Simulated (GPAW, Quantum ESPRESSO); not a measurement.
# N K ELNES/XANES of BN (P6_3/mmc) from DFT, part 2 of 3

Do two independent programs agree on the N K edge of BN (P6_3/mmc)? The same cell and functional are run with XSpectra and with GPAW.

Quantum ESPRESSO 7.5 and GPAW 26.7.0; core-hole supercells, plane-wave PAW PBE.

So far. Step 11 (Excitation energy, N atom 1 (Quantum ESPRESSO)): The total-energy difference is 407.43 eV. With the free-atom term of -7.82 eV for this edge, the photon energy is 399.61 eV. Step 12 (Ground state of the crystal (GPAW)): The mesh shows a gap of 4.32 eV, so the hole is first treated in a charged cell, without the excited electron.

The database entry behind the starting cell differs from later determinations by our own check (about 0.3 % short, minor phase), so it need not match the best structure at ambient conditions.

### Step 13. Spectrum without a core hole, N atom 1 (GPAW)

Without a hole the spectrum is the empty density of states of the right symmetry on the absorber, weighted by matrix elements. It needs only the small cell and serves as the baseline. The data set with a hole of occupation 0 only carries the core orbital.

Contents of xas.py:

```python
import numpy as np
from ase import Atoms
from ase.parallel import parprint, paropen
from gpaw import GPAW, PW, FermiDirac, Mixer, MixerDif, setup_paths
from gpaw.test import gen
setup_paths.insert(0, '.')
gen('N', name='nch1s', xcname='PBE', corehole=(1, 0, 0), write_xml=True)
from gpaw.mpi import world
world.barrier()

atoms = Atoms('N2B2',
    cell=[[2.49824, 0, 0],
     [-1.24912, 2.1635393, 0],
     [0, 0, 6.6357]],
    scaled_positions=[[0.66666667, 0.33333333, 0.25],
     [0.33333333, 0.66666667, 0.75],
     [0.66666667, 0.33333333, 0.75],
     [0.33333333, 0.66666667, 0.25]],
    pbc=True)
atoms.calc = calc = GPAW(legacy_gpaw=True, mode=PW(500, force_complex_dtype=True), xc='PBE', setups={0: 'nch1s'},
    kpts={'size': (11, 11, 4), 'gamma': True}, occupations=FermiDirac(0.02),
    charge=0, mixer=Mixer(0.1, 5, 50), maxiter=150,
    convergence={'density': 0.0001, 'eigenstates': 1e-6}, txt='scf.txt')
energy = atoms.get_potential_energy() + calc.get_reference_energy()
ef = calc.get_fermi_level()
out = dict(energy=energy, fermi=ef, forces=atoms.get_forces().tolist())
parprint(f'all-electron energy {energy:.4f} eV, Fermi level {ef:.4f} eV')
ev = np.array([[calc.get_eigenvalues(k, s) for k in range(len(calc.get_ibz_k_points()))] for s in range(calc.get_number_of_spins())])
out['homo'], out['lumo'], out['counts'] = ev[ev < ef].max(), ev[ev > ef].min(), sorted(set((ev < ef).sum((0, 2)).tolist()))
out['filled'] = (ev[:, 0] < ef).sum(1).tolist()

from ase.units import Ha
from gpaw.xas import dipole_matrix_elements
nb = int(calc.get_number_of_electrons() / 2) + 25
top = nb
nscf = calc.fixed_density(kpts={'size': (10, 10, 4), 'gamma': True},
    convergence={'eigenstates': 1.0}, txt='nscf.txt')
nscf.diagonalize_full_hamiltonian(nbands=nb)
cell = atoms.cell.array
ops = [cell.T @ U.T @ np.linalg.inv(cell.T) for U in nscf.wfs.kd.symmetry.op_scc]
filled = [8]  # bands filled in the ground state, by spin
E = np.arange(-25, 34, 0.1)
fwhm = np.interp(E, [4, 25], [0.9, 3.5])
Y, X, zero, highest = 0, 0, 1e9, 1e9
for spin in range(nscf.get_number_of_spins()):
    wfs = nscf.wfs
    mine = wfs.bd.get_slice()  # this rank's bands
    A = dipole_matrix_elements(wfs.setups[0])
    eps = np.zeros((wfs.kd.nibzkpts, nb))
    d = np.zeros((3, A.shape[1], wfs.kd.nibzkpts, nb), complex)
    for kpt in wfs.kpt_u:
        if kpt.s == spin and 0 in kpt.P_ani:
            eps[kpt.k, mine] = kpt.eps_n * Ha
            d[:, :, kpt.k, mine] = (kpt.weight * wfs.nspins / 2) ** 0.5 * np.inner(A, kpt.P_ani[0])
    world.sum(eps)
    world.sum(d)
    T = np.einsum('amkn,bmkn->abkn', d, d.conj()).real
    T = sum(np.einsum('ai,ijkn,bj->abkn', R, T, R) for R in ops) / len(ops)
    empty = np.ones_like(eps, bool) & (np.arange(nb) >= filled[spin])
    zero, highest = min(zero, eps[empty].min()), min(highest, eps[:, top - 1].min())
    lines = [(eps, T, empty)] if spin == 0 else lines + [(eps, T, empty)]
for eps, T, empty in lines:
    f = np.einsum('aakn->akn', T).reshape(3, -1)
    x = eps.ravel() - zero
    w = np.interp(x, E, fwhm) / 2.35482
    g = np.exp(-0.5 * ((E[:, None] - x) / w) ** 2) / (w * (2 * np.pi) ** 0.5)
    Y = Y + (f * empty.ravel()) @ g.T
    X = X + (f * ~empty.ravel()) @ g.T
out.update(E=E.round(2).tolist(), xas=Y.tolist(), xes=X.tolist(), zero=zero, valid=highest - zero, nk=len(eps), nb=nb)
for i in range(0, len(E), 10):
    parprint(f'{E[i]:7.2f}', *(f'{v:10.3e}' for v in Y[:, i]))
import json
with paropen('out.json', 'w') as f:
    json.dump(out, f)
```

Launch:

```sh
> OMP_NUM_THREADS=1 mpirun -n 4 gpaw python xas.py
```

Wall time 67 s (4 MPI ranks of Arm Neoverse V1, shared host); peak memory 0.3 GiB.

The N K spectrum, N atom 1, no core hole (energy from the lowest empty level; intensity scaled to a mean of 1 over the first 20 eV; polarised curves are means over the symmetry-equivalent atoms):

| E (eV) | isotropic | ε ⊥ c | ε ∥ c |
| --- | --- | --- | --- |
| -2.0 | 0.00 | 0.00 | 0.00 |
| -1.5 | 0.00 | 0.00 | 0.00 |
| -1.0 | 0.00 | 0.00 | 0.00 |
| -0.5 | 0.00 | 0.00 | 0.01 |
| 0.0 | 0.04 | 0.00 | 0.13 |
| 0.5 | 0.18 | 0.00 | 0.54 |
| 1.0 | 0.41 | 0.01 | 1.22 |
| 1.5 | 0.54 | 0.01 | 1.60 |
| 2.0 | 0.55 | 0.03 | 1.58 |
| 2.5 | 0.66 | 0.05 | 1.87 |
| 3.0 | 0.80 | 0.08 | 2.25 |
| 3.5 | 0.79 | 0.08 | 2.21 |
| 4.0 | 0.80 | 0.07 | 2.26 |
| 4.5 | 0.75 | 0.10 | 2.05 |
| 5.0 | 0.73 | 0.16 | 1.88 |
| 5.5 | 0.64 | 0.22 | 1.49 |
| 6.0 | 0.56 | 0.35 | 0.96 |
| 6.5 | 0.65 | 0.57 | 0.83 |
| 7.0 | 0.79 | 0.80 | 0.77 |
| 7.5 | 1.01 | 1.12 | 0.79 |
| 8.0 | 1.31 | 1.48 | 0.97 |
| 8.5 | 1.51 | 1.74 | 1.04 |
| 9.0 | 1.47 | 1.76 | 0.88 |
| 9.5 | 1.24 | 1.54 | 0.64 |
| 10.0 | 0.99 | 1.26 | 0.44 |
| 10.5 | 0.82 | 1.08 | 0.29 |
| 11.0 | 0.75 | 1.02 | 0.22 |
| 11.5 | 0.72 | 1.00 | 0.18 |
| 12.0 | 0.73 | 1.02 | 0.16 |
| 12.5 | 0.81 | 1.13 | 0.16 |
| 13.0 | 0.93 | 1.28 | 0.23 |
| 13.5 | 1.04 | 1.39 | 0.35 |
| 14.0 | 1.15 | 1.48 | 0.48 |
| 14.5 | 1.27 | 1.62 | 0.58 |
| 15.0 | 1.45 | 1.85 | 0.63 |
| 15.5 | 1.65 | 2.15 | 0.64 |
| 16.0 | 1.82 | 2.40 | 0.66 |
| 16.5 | 1.88 | 2.47 | 0.70 |
| 17.0 | 1.82 | 2.33 | 0.79 |
| 17.5 | 1.66 | 2.02 | 0.92 |
| 18.0 | 1.45 | 1.65 | 1.05 |
| 18.5 | 1.24 | 1.30 | 1.12 |
| 19.0 | 1.04 | 1.01 | 1.10 |
| 19.5 | 0.86 | 0.79 | 1.00 |
| 20.0 | 0.71 | 0.63 | 0.86 |
| 20.5 | 0.60 | 0.54 | 0.71 |
| 21.0 | 0.53 | 0.51 | 0.57 |
| 21.5 | 0.50 | 0.52 | 0.46 |
| 22.0 | 0.50 | 0.56 | 0.38 |
| 22.5 | 0.52 | 0.62 | 0.32 |
| 23.0 | 0.54 | 0.66 | 0.29 |
| 23.5 | 0.55 | 0.68 | 0.28 |
| 24.0 | 0.55 | 0.68 | 0.29 |
| 24.5 | 0.55 | 0.66 | 0.32 |
| 25.0 | 0.54 | 0.63 | 0.37 |
| 25.5 | 0.54 | 0.59 | 0.43 |
| 26.0 | 0.54 | 0.55 | 0.51 |
| 26.5 | 0.53 | 0.50 | 0.59 |
| 27.0 | 0.52 | 0.44 | 0.68 |
| 27.5 | 0.51 | 0.38 | 0.77 |
| 28.0 | 0.50 | 0.33 | 0.85 |
| 28.5 | 0.49 | 0.28 | 0.91 |
| 29.0 | 0.49 | 0.25 | 0.95 |
| 29.5 | 0.48 | 0.23 | 0.97 |
| 30.0 | 0.47 | 0.23 | 0.96 |

Main maxima below 24 eV (height): 3.2 eV (0.81), 8.7 eV (1.52) and 16.5 eV (1.88). A K edge sees empty p states; at this planar three-fold site the curve for the electric vector normal to the plane peaks at 3.1 eV, where it is mainly π* that absorbs: that direction carries over 70 % of the weight there.

The same matrix elements for filled bands give the N K emission of N atom 1 (ground-state approximation; energy from the lowest empty level, largest value 1):

| E (eV) | emission |
| --- | --- |
| -24.00 | 0.00 |
| -23.25 | 0.00 |
| -22.50 | 0.00 |
| -21.75 | 0.00 |
| -21.00 | 0.01 |
| -20.25 | 0.01 |
| -19.50 | 0.01 |
| -18.75 | 0.01 |
| -18.00 | 0.00 |
| -17.25 | 0.00 |
| -16.50 | 0.00 |
| -15.75 | 0.00 |
| -15.00 | 0.00 |
| -14.25 | 0.00 |
| -13.50 | 0.09 |
| -12.75 | 0.43 |
| -12.00 | 0.43 |
| -11.25 | 0.35 |
| -10.50 | 0.40 |
| -9.75 | 0.58 |
| -9.00 | 0.79 |
| -8.25 | 1.00 |
| -7.50 | 0.88 |
| -6.75 | 0.77 |
| -6.00 | 0.79 |
| -5.25 | 0.65 |
| -4.50 | 0.46 |
| -3.75 | 0.06 |
| -3.00 | 0.00 |
| -2.25 | 0.00 |
| -1.50 | 0.00 |
| -0.75 | 0.00 |
| 0.00 | 0.00 |
| 0.75 | 0.00 |
| 1.50 | 0.00 |
| 2.25 | 0.00 |
| 3.00 | 0.00 |

Emission maxima: -12.4 eV (0.49), -8.4 eV (1.00) and -6.4 eV (0.80).

### Step 14. Reference energy of the supercell (GPAW)

Total energies of two programs can't be mixed, so the cell and mesh of GPAW's hole run get a reference energy of their own.

Contents of scf.py:

```python
import numpy as np
from ase import Atoms
from ase.parallel import parprint, paropen
from gpaw import GPAW, PW, FermiDirac, Mixer, MixerDif, setup_paths
from gpaw.test import gen
setup_paths.insert(0, '.')
gen('N', name='nch1s', xcname='PBE', corehole=(1, 0, 0), write_xml=True)
from gpaw.mpi import world
world.barrier()

atoms = Atoms('N14B14',
    cell=[[6.2456, 2.1635393, 0],
     [-4.99648, 4.32707861, 0],
     [0, 0, 6.6357]],
    scaled_positions=[[0.23809524, 0.04761905, 0.25],
     [0.38095238, 0.47619048, 0.25],
     [0.52380952, 0.9047619, 0.25],
     [0.66666667, 0.33333333, 0.25],
     [0.80952381, 0.76190476, 0.25],
     [0.95238095, 0.19047619, 0.25],
     [0.0952381, 0.61904762, 0.25],
     [0.19047619, 0.23809524, 0.75],
     [0.33333333, 0.66666667, 0.75],
     [0.47619048, 0.0952381, 0.75],
     [0.61904762, 0.52380952, 0.75],
     [0.76190476, 0.95238095, 0.75],
     [0.9047619, 0.38095238, 0.75],
     [0.04761905, 0.80952381, 0.75],
     [0.23809524, 0.04761905, 0.75],
     [0.38095238, 0.47619048, 0.75],
     [0.52380952, 0.9047619, 0.75],
     [0.66666667, 0.33333333, 0.75],
     [0.80952381, 0.76190476, 0.75],
     [0.95238095, 0.19047619, 0.75],
     [0.0952381, 0.61904762, 0.75],
     [0.19047619, 0.23809524, 0.25],
     [0.33333333, 0.66666667, 0.25],
     [0.47619048, 0.0952381, 0.25],
     [0.61904762, 0.52380952, 0.25],
     [0.76190476, 0.95238095, 0.25],
     [0.9047619, 0.38095238, 0.25],
     [0.04761905, 0.80952381, 0.25]],
    pbc=True)
atoms.calc = calc = GPAW(legacy_gpaw=True, mode=PW(500, force_complex_dtype=True), xc='PBE', setups={0: 'nch1s'},
    kpts={'size': (3, 3, 3), 'gamma': True}, occupations=FermiDirac(0.02),
    charge=0, mixer=Mixer(0.1, 5, 50), maxiter=150,
    convergence={'density': 0.0001, 'eigenstates': 1e-6}, txt='scf.txt')
energy = atoms.get_potential_energy() + calc.get_reference_energy()
ef = calc.get_fermi_level()
out = dict(energy=energy, fermi=ef, forces=atoms.get_forces().tolist())
parprint(f'all-electron energy {energy:.4f} eV, Fermi level {ef:.4f} eV')
ev = np.array([[calc.get_eigenvalues(k, s) for k in range(len(calc.get_ibz_k_points()))] for s in range(calc.get_number_of_spins())])
out['homo'], out['lumo'], out['counts'] = ev[ev < ef].max(), ev[ev > ef].min(), sorted(set((ev < ef).sum((0, 2)).tolist()))
out['filled'] = (ev[:, 0] < ef).sum(1).tolist()
import json
with paropen('out.json', 'w') as f:
    json.dump(out, f)
```

Launch:

```sh
> OMP_NUM_THREADS=1 mpirun -n 4 gpaw python scf.py
```

Run time: 75 s. Hardware: 4 MPI ranks; peak memory 0.39 GiB.

Reference energy: -30354.898 eV with the cores included.

### Step 15. Spectrum with FCH, N atom 1 (GPAW)

The holes are 6.6 Å apart. The excited electron is left out and a uniform background balances the charge. After the field has converged, empty bands are computed with the density fixed and the dipole matrix elements are summed.

Edit xas.py of step 13 so:

```diff
@@ -6,3 +6,3 @@
 setup_paths.insert(0, '.')
-gen('N', name='nch1s', xcname='PBE', corehole=(1, 0, 0), write_xml=True)
+gen('N', name='fch1s', xcname='PBE', corehole=(1, 0, 1), write_xml=True)
 from gpaw.mpi import world
@@ -10,13 +10,37 @@
 
-atoms = Atoms('N2B2',
-    cell=[[2.49824, 0, 0],
-     [-1.24912, 2.1635393, 0],
+atoms = Atoms('N14B14',
+    cell=[[6.2456, 2.1635393, 0],
+     [-4.99648, 4.32707861, 0],
      [0, 0, 6.6357]],
-    scaled_positions=[[0.66666667, 0.33333333, 0.25],
+    scaled_positions=[[0.23809524, 0.04761905, 0.25],
+     [0.38095238, 0.47619048, 0.25],
+     [0.52380952, 0.9047619, 0.25],
+     [0.66666667, 0.33333333, 0.25],
+     [0.80952381, 0.76190476, 0.25],
+     [0.95238095, 0.19047619, 0.25],
+     [0.0952381, 0.61904762, 0.25],
+     [0.19047619, 0.23809524, 0.75],
      [0.33333333, 0.66666667, 0.75],
+     [0.47619048, 0.0952381, 0.75],
+     [0.61904762, 0.52380952, 0.75],
+     [0.76190476, 0.95238095, 0.75],
+     [0.9047619, 0.38095238, 0.75],
+     [0.04761905, 0.80952381, 0.75],
+     [0.23809524, 0.04761905, 0.75],
+     [0.38095238, 0.47619048, 0.75],
+     [0.52380952, 0.9047619, 0.75],
      [0.66666667, 0.33333333, 0.75],
-     [0.33333333, 0.66666667, 0.25]],
+     [0.80952381, 0.76190476, 0.75],
+     [0.95238095, 0.19047619, 0.75],
+     [0.0952381, 0.61904762, 0.75],
+     [0.19047619, 0.23809524, 0.25],
+     [0.33333333, 0.66666667, 0.25],
+     [0.47619048, 0.0952381, 0.25],
+     [0.61904762, 0.52380952, 0.25],
+     [0.76190476, 0.95238095, 0.25],
+     [0.9047619, 0.38095238, 0.25],
+     [0.04761905, 0.80952381, 0.25]],
     pbc=True)
-atoms.calc = calc = GPAW(legacy_gpaw=True, mode=PW(500, force_complex_dtype=True), xc='PBE', setups={0: 'nch1s'},
-    kpts={'size': (11, 11, 4), 'gamma': True}, occupations=FermiDirac(0.02),
+atoms.calc = calc = GPAW(legacy_gpaw=True, mode=PW(500, force_complex_dtype=True), xc='PBE', setups={0: 'fch1s'},
+    kpts={'size': (3, 3, 3), 'gamma': True}, occupations=FermiDirac(0.02),
     charge=0, mixer=Mixer(0.1, 5, 50), maxiter=150,
@@ -33,11 +57,10 @@
 from gpaw.xas import dipole_matrix_elements
-nb = int(calc.get_number_of_electrons() / 2) + 25
-top = nb
-nscf = calc.fixed_density(kpts={'size': (10, 10, 4), 'gamma': True},
-    convergence={'eigenstates': 1.0}, txt='nscf.txt')
-nscf.diagonalize_full_hamiltonian(nbands=nb)
+nb = int(calc.get_number_of_electrons() / 2) + 152
+top, nb = nb, nb + 8 + nb // 12
+nscf = calc.fixed_density(kpts={'size': (4, 4, 4), 'gamma': True}, nbands=nb,
+    convergence={'bands': top, 'eigenstates': 5e-3}, maxiter=60, txt='nscf.txt')
 cell = atoms.cell.array
 ops = [cell.T @ U.T @ np.linalg.inv(cell.T) for U in nscf.wfs.kd.symmetry.op_scc]
-filled = [8]  # bands filled in the ground state, by spin
-E = np.arange(-25, 34, 0.1)
+filled = [56]  # bands filled in the ground state, by spin
+E = np.arange(-6, 34, 0.1)
 fwhm = np.interp(E, [4, 25], [0.9, 3.5])
```

Launch:

```sh
> OMP_NUM_THREADS=1 mpirun -n 4 gpaw python xas.py
```

Run time: 6.5 min. Hardware: 4 MPI ranks; peak memory 0.78 GiB.

The N K spectrum, N atom 1, full core hole (charged cell) (energy from the lowest empty level; intensity scaled to a mean of 1 over the first 20 eV; polarised curves are means over the symmetry-equivalent atoms):

| E (eV) | isotropic | ε ⊥ c | ε ∥ c |
| --- | --- | --- | --- |
| -2.00 | 0.00 | 0.00 | 0.00 |
| -1.25 | 0.00 | 0.00 | 0.00 |
| -0.50 | 0.11 | 0.00 | 0.32 |
| 0.25 | 0.72 | 0.00 | 2.17 |
| 1.00 | 0.78 | 0.00 | 2.33 |
| 1.75 | 0.63 | 0.02 | 1.85 |
| 2.50 | 0.55 | 0.07 | 1.51 |
| 3.25 | 0.56 | 0.23 | 1.21 |
| 4.00 | 0.70 | 0.39 | 1.31 |
| 4.75 | 0.78 | 0.95 | 0.45 |
| 5.50 | 1.45 | 1.95 | 0.46 |
| 6.25 | 2.07 | 2.96 | 0.30 |
| 7.00 | 2.14 | 3.06 | 0.31 |
| 7.75 | 1.95 | 2.69 | 0.46 |
| 8.50 | 1.56 | 2.09 | 0.50 |
| 9.25 | 1.01 | 1.30 | 0.43 |
| 10.00 | 0.75 | 0.96 | 0.34 |
| 10.75 | 0.82 | 1.12 | 0.23 |
| 11.50 | 0.87 | 1.22 | 0.17 |
| 12.25 | 0.89 | 1.27 | 0.14 |
| 13.00 | 1.03 | 1.44 | 0.21 |
| 13.75 | 1.18 | 1.56 | 0.42 |
| 14.50 | 1.27 | 1.58 | 0.63 |
| 15.25 | 1.21 | 1.46 | 0.71 |
| 16.00 | 1.00 | 1.14 | 0.73 |
| 16.75 | 0.77 | 0.74 | 0.82 |
| 17.50 | 0.63 | 0.46 | 0.96 |
| 18.25 | 0.56 | 0.32 | 1.03 |
| 19.00 | 0.49 | 0.28 | 0.93 |
| 19.75 | 0.41 | 0.27 | 0.71 |
| 20.50 | 0.36 | 0.29 | 0.50 |
| 21.25 | 0.34 | 0.33 | 0.36 |
| 22.00 | 0.35 | 0.38 | 0.28 |
| 22.75 | 0.35 | 0.40 | 0.25 |
| 23.50 | 0.35 | 0.40 | 0.26 |
| 24.25 | 0.36 | 0.38 | 0.31 |
| 25.00 | 0.38 | 0.36 | 0.41 |
| 25.75 | 0.40 | 0.33 | 0.54 |
| 26.50 | 0.42 | 0.29 | 0.67 |

Main maxima below 24 eV (height): 0.7 eV (0.84), 2.1 eV (0.68), 3.8 eV (0.72), 6.6 eV (2.20) and 14.6 eV (1.27). A K edge sees empty p states; at this planar three-fold site the curve for the electric vector normal to the plane peaks at 0.7 eV, where it is mainly π* that absorbs: that direction carries over 70 % of the weight there.

The hole costs E(hole) − E(ground) = 399.84 eV, and the lowest empty level of the hole cell on the spectrum's mesh lies at 8.10 eV, which puts the zero at 407.94 eV. With the free-atom term of -7.82 eV for this edge, the photon energy is 400.12 eV.

[end of part 2 of 3]

[Logs are printed without paths, hosts, clocks, repeated set-up lines and the standing remarks that a program may print on its own settings, such as how far it seeks lower states.]

[Hosts, paths, dates, database ids (printed as entryN), source tags and the programs' standing remarks are cut or masked in the printed files.]

[Lists of maxima count a maximum above −3 eV only where it reaches 4 % of the highest in the window and stands out from its surroundings by 2 % of it (1.5 % where it reaches 55 %); shoulders and weaker maxima are passed over, and of the rest the first, up to two pre-edge ones and the few strongest are named.]
